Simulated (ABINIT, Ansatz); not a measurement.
## ZrSe3 (P2_1/m): changed settings of a GW run in ABINIT

Aim: change inputs of a GW run on ZrSe3 (P2_1/m) and see what moves.

Method: PBEsol and many-body steps on it, plane waves, in ABINIT 10.8.3.

### 1. The structure

The structure is monoclinic, space group P2_1/m (No. 11). The conventional cell has a = 5.411 Å, b = 3.749 Å, c = 9.444 Å, α = 90.00°, β = 97.48°, γ = 90.00°. Nearest to Zr lie 8 Se at 2.72 to 2.87 Å. Nearest to Se lie 4 Zr at 2.72 to 2.87 Å. Nearest to Se lie 1 Se at 2.34 Å and 2 Zr at 2.73 Å. Nearest to Se lie 1 Se at 2.34 Å and 2 Zr at 2.74 Å. Farther neighbours and most contacts between anions are not listed.

Coordinates:

```cif
data_structure
_symmetry_space_group_name_H-M 'P 1'
_symmetry_Int_Tables_number 1
_cell_length_a 5.4109
_cell_length_b 3.7488
_cell_length_c 9.4440
_cell_angle_alpha 90.000
_cell_angle_beta 97.480
_cell_angle_gamma 90.000
_cell_volume 189.94
loop_
_atom_site_label
_atom_site_type_symbol
_atom_site_fract_x
_atom_site_fract_y
_atom_site_fract_z
_atom_site_occupancy
Zr1 Zr 0.28500 0.25000 0.65600 1
Zr2 Zr 0.71500 0.75000 0.34400 1
Se3 Se 0.76200 0.25000 0.55400 1
Se4 Se 0.23800 0.75000 0.44600 1
Se5 Se 0.45600 0.25000 0.17400 1
Se6 Se 0.54400 0.75000 0.82600 1
Se7 Se 0.88800 0.25000 0.16900 1
Se8 Se 0.11200 0.75000 0.83100 1
```

The cell and positions come from the Crystallography Open Database and are kept as given unless a step says otherwise.

### 2. Screening, 2×4×1 mesh, 174 bands, screening to 98 eV

This step: ABINIT 10.8.3; RPA screening on PBEsol, plane waves, norm-conserving pseudopotentials.

The RPA dielectric matrix is built and inverted for each q.

Input file run.abi:

```
acell 3*1.0 Angstrom
rprim 
  5.410900000000 -0.000000000000 -0.000000000000
  -0.000000000000 3.748800000000 0.000000000000
  -1.229420909100 0.000000000000 9.363634990100
ntypat 2
znucl 40 34
natom 8
typat 1 1 2 2 2 2 2 2
xred 
  0.285000000000 0.250000000000 0.656000000000
  0.715000000000 0.750000000000 0.344000000000
  0.762000000000 0.250000000000 0.554000000000
  0.238000000000 0.750000000000 0.446000000000
  0.456000000000 0.250000000000 0.174000000000
  0.544000000000 0.750000000000 0.826000000000
  0.888000000000 0.250000000000 0.169000000000
  0.112000000000 0.750000000000 0.831000000000
pp_dirpath "pseudos"
pseudos "Zr.upf, Se.upf"
ecut 48
ngkpt 2 4 1
nshiftk 1
shiftk 0 0 0
kptopt 1
chksymbreak 0
istwfk *1
occopt 1
irdwfk 1
optdriver 3
nband 174
ecuteps 3.6
inclvkb 2
awtr 1
symchi 1
indata_prefix "in"
outdata_prefix "out"
tmpdata_prefix "tmp"
```

Command:

```
OMP_NUM_THREADS=1 mpirun -n 4 abinit run.abi > log
```

The program printed:

```text
.Version 10.8.3 of ABINIT. v10.8.2 released Aug 2026.

 Symmetries : space group P2_1/m (# 11); Bravais mP (primitive monocl.)
[... echo of the input left out ...]
== DATASET  1 ==================================================================
-   mpi_nproc: 4, omp_nthreads: 1 (-1 if OMP is not activated)

--- !DatasetInfo
iteration_state: {dtset: 1, }
dimensions: {natom: 8, nkpt: 6, mband: 174, nsppol: 1, nspinor: 1, nspden: 1, mpw: 20400, }
cutoff_energies: {ecut:  48.0, pawecutdg:  -1.0, }
electrons: {nelect:   1.68000000E+02, charge:   0.00000000E+00, occopt:   1.00000000E+00, tsmear:   1.00000000E-02, }

 SCREENING: Calculation of the susceptibility and dielectric matrices

 Based on a program developped by R.W. Godby, V. Olevano, G. Onida, and L. Reining.
 Incorporated in ABINIT by V. Olevano, G.-M. Rignanese, and M. Torrent.
.Using double precision arithmetic ; gwpc =  8

[... cell and pseudopotentials left out ...]
--------------------------------------------------------------------------------

 ==== K-mesh for the wavefunctions ====
 Number of points in the irreducible wedge :     6
[... list of points left out ...]
 Together with  4 symmetry operations and time-reversal symmetry
 yields     8 points in the full Brillouin Zone.

 ==== Q-mesh for the screening function ====
 Number of points in the irreducible wedge :     6
[... list of points left out ...]
 Together with  4 symmetry operations and time-reversal symmetry
 yields     8 points in the full Brillouin Zone.

 setmesh: FFT mesh size selected  =    45x   30x   72
          total number of points  =        97200

 vcoul_init : cutoff-mode = AUXILIARY_FUNCTION
 q-points for optical limit:   1
     1)      0.000010    0.000020    0.000030

- screening: taking advantage of time-reversal symmetry
- Maximum band index for partially occupied states nbvw = 84
- Remaining bands to be divided among processors   nbcw = 90
- Number of bands treated by each node ~22

 Number of electrons calculated from density =  168.0000; Expected =  168.0000
 average of density, n =  0.131071
 r_s =    1.2212
 omega_plasma =   34.9228 [eV]

 calculating chi0 at frequencies [eV] :
  1    0.000000E+00    0.000000E+00
  2    0.000000E+00    3.492278E+01

--------------------------------------------------------------------------------
  q-point number  1        q = ( 0.000000, 0.000000, 0.000000) [r.l.u.]
--------------------------------------------------------------------------------
[... chi0 elements left out ...]
 For q-point:  0.000010 0.000020 0.000030
  dielectric constant =  16.3766
  dielectric constant without local fields =  19.0141

  Average fulfillment of the sum rule on Im[epsilon] for q-point    1 :     26.82  [%]
[... wings left out ...]
  q-point number  2        q = ( 0.500000, 0.000000, 0.000000) [r.l.u.]
--------------------------------------------------------------------------------
[... chi0 elements left out ...]
  Average fulfillment of the sum rule on Im[epsilon] for q-point    2 :     28.78  [%]

 [... 4 further q-points ...]
```

It took 6.7 min on 4 MPI ranks of Arm Neoverse V1, shared host; peak memory 5.5 GiB.

Numbers from this step:

```
ε∞ with local fields, on this mesh, along the program's q direction : 16.38
the same without local fields                                       : 19.01
plasma frequency                                                    : 34.92 eV
plane waves in the screening matrix                                 : 413
```

Local fields lower ε∞ by 14 %. On a Γ-centred mesh this coarse the value itself is usually too large, while a short band sum pulls it down.

### 3. Base

The self-energy is evaluated for the states that the input lists, and the levels follow from it, in one-shot runs by the linearised quasiparticle equation.

This step: G0W0 on PBEsol, plane waves, norm-conserving pseudopotentials.

Changes to run.abi since step 2:

```diff
@@ -29,8 +29,17 @@
 irdwfk 1
-optdriver 3
+optdriver 4
 nband 174
+gwcalctyp 0
+ecutsigx 48
+symsigma 1
+nkptgw 2
+kptgw 
+  0.0000000000 0.0000000000 0.0000000000
+  0.5000000000 0.0000000000 0.0000000000
+bdgw 
+  83 86
+  83 86
 ecuteps 3.6
-inclvkb 2
-awtr 1
-symchi 1
+irdscr 1
+ppmodel 1
 indata_prefix "in"
```

The program printed:

```text
.Version 10.8.3 of ABINIT. v10.8.2 released Aug 2026.

 Symmetries : space group P2_1/m (# 11); Bravais mP (primitive monocl.)
[... echo of the input left out ...]
== DATASET  1 ==================================================================
-   mpi_nproc: 4, omp_nthreads: 1 (-1 if OMP is not activated)

--- !DatasetInfo
iteration_state: {dtset: 1, }
dimensions: {natom: 8, nkpt: 6, mband: 174, nsppol: 1, nspinor: 1, nspden: 1, mpw: 20400, }
cutoff_energies: {ecut:  48.0, pawecutdg:  -1.0, }
electrons: {nelect:   1.68000000E+02, charge:   0.00000000E+00, occopt:   1.00000000E+00, tsmear:   1.00000000E-02, }

 SIGMA: Calculation of the GW corrections

 Based on a program developped by R.W. Godby, V. Olevano, G. Onida, and L. Reining.
 Incorporated in ABINIT by V. Olevano, G.-M. Rignanese, and M. Torrent.
.Using double precision arithmetic ; gwpc =  8

[... cell and pseudopotentials left out ...]
--------------------------------------------------------------------------------

 ==== K-mesh for the wavefunctions ====
 Number of points in the irreducible wedge :     6
[... list of points left out ...]
 Together with  4 symmetry operations and time-reversal symmetry
 yields     8 points in the full Brillouin Zone.

 ==== Q-mesh for screening function ====
 Number of points in the irreducible wedge :     6
[... list of points left out ...]
 Together with  4 symmetry operations and time-reversal symmetry
 yields     8 points in the full Brillouin Zone.

 vcoul_init : cutoff-mode = AUXILIARY_FUNCTION
 q-points for optical limit:   1
     1)      0.000010    0.000020    0.000030
 setmesh: FFT mesh size selected  =    72x   48x  120
          total number of points  =       414720

 Number of electrons calculated from density =  168.0000; Expected =  168.0000
 average of density, n =  0.131071
 r_s =    1.2212
 omega_plasma =   34.9228 [eV]

 === KS Band Gaps ===
  >>>> For spin  1
   Minimum direct gap =   0.6243 [eV], located at k-point      :   0.5000  0.0000  0.0000
   Fundamental gap    =   0.3158 [eV], Top of valence bands at :   0.0000  0.0000  0.0000
                                       Bottom of conduction at :   0.5000  0.0000  0.0000
 SIGMA fundamental parameters:
 PLASMON POLE MODEL  1
 number of plane-waves for SigmaX                20343
 number of plane-waves for SigmaC and W            413
 number of plane-waves for wavefunctions         20343
 number of bands                                   174
 number of independent spin polarizations            1
 number of spinorial components                      1
 number of k-points in IBZ                           6
 number of q-points in IBZ                           6
 number of symmetry operations                       4
 number of k-points in BZ                            8
 number of q-points in BZ                            8
 number of frequencies for dSigma/dE                 9
 frequency step for dSigma/dE [eV]                0.25
 number of omega for Sigma on real axis              0
 max omega for Sigma on real axis  [eV]           0.00
 zcut for avoiding poles [eV]                     0.10

 EPSILON^-1 parameters (SCR file):
 dimension of the eps^-1 matrix on file            413
 dimension of the eps^-1 matrix used               413
 number of plane-waves for wavefunctions         20343
 number of bands                                   174
 number of q-points in IBZ                           6
 number of frequencies                               2
 number of real frequencies                          1
 number of imag frequencies                          1

 matrix elements of self-energy operator (all in [eV])

 Perturbative Calculation

--- !SelfEnergy_ee
iteration_state: {dtset: 1, }
kpoint     : [   0.000,    0.000,    0.000, ]
spin       : 1
KS_gap     :    0.645
QP_gap     :    1.148
Delta_QP_KS:    0.503
data: !SigmaeeData |
     Band     E0 <VxcDFT>   SigX SigC(E0)      Z dSigC/dE  Sig(E)    E-E0       E
       83   6.381 -14.785 -16.238   2.067   0.797  -0.255 -14.296   0.489   6.870
       84   6.498 -15.013 -16.873   2.450   0.797  -0.254 -14.542   0.470   6.969
       85   7.143 -13.066  -8.340  -3.507   0.799  -0.251 -12.092   0.974   8.117
       86   7.524 -13.526  -8.092  -4.036   0.795  -0.258 -12.415   1.111   8.635

--- !SelfEnergy_ee
iteration_state: {dtset: 1, }
kpoint     : [   0.500,    0.000,    0.000, ]
spin       : 1
KS_gap     :    0.624
QP_gap     :    1.187
Delta_QP_KS:    0.563
data: !SigmaeeData |
     Band     E0 <VxcDFT>   SigX SigC(E0)      Z dSigC/dE  Sig(E)    E-E0       E
       83   6.118 -14.716 -16.651   2.422   0.797  -0.255 -14.328   0.388   6.506
       84   6.190 -14.775 -16.627   2.361   0.796  -0.256 -14.369   0.405   6.595
       85   6.814 -13.770  -9.977  -2.575   0.795  -0.258 -12.802   0.968   7.782
       86   7.154 -14.048 -10.040  -2.687   0.795  -0.258 -12.998   1.050   8.204

== END DATASET(S) ==============================================================
================================================================================

 -outvars: echo values of variables after computation  --------
           etotal      0.0000000000E+00
            nband         174
             nkpt           6
          spgroup          11
 [... the other variables as echoed above ...]

 Calculation completed.
```

Elapsed: 32 s, on 4 MPI ranks; peak memory 4.6 GiB; 2.1 min of CPU time.

Numbers from this step:

| Property | Result |
| --- | --- |
| G0W0 gap on the points computed | 0.8130 eV |
| starting gap on the mesh | 0.3157 eV |
| k of the valence top | 0, 0, 0 |
| k of the conduction bottom | 0.5, 0, 0 |
| Z at the valence top | 0.797 |
| Z at the conduction bottom | 0.795 |
| least direct G0W0 gap on the computed points | 1.148 eV |

The gap on the mesh goes from 0.32 eV to 0.81 eV, a correction of +0.50 eV.

(Continued in part 2 of 2.)

[Paths, hosts, dates, memory and timing lines, banners, echoed tables and standing remarks are left out of the program output.]

[Logs are printed without paths, hosts, clocks, repeated set-up lines and the standing remarks that a program may print on its own settings, such as how far it seeks lower states.]

[Runs of the session that timed out or met a known fault of the program may be left out.]

[Hosts, paths, dates, database ids (printed as entryN), source tags and the programs' standing remarks are cut or masked in the printed files.]

[G0W0 gaps are taken among the corrected bands and points alone; a level outside them can change the order at an edge.]

[Where Ansatz stands beside ABINIT at settings called matched, ABINIT's density can come from a denser mesh and the files from another edition; pairs whose starting gaps differed by over 0.03 eV were left out, so agreement reads better than it is.]
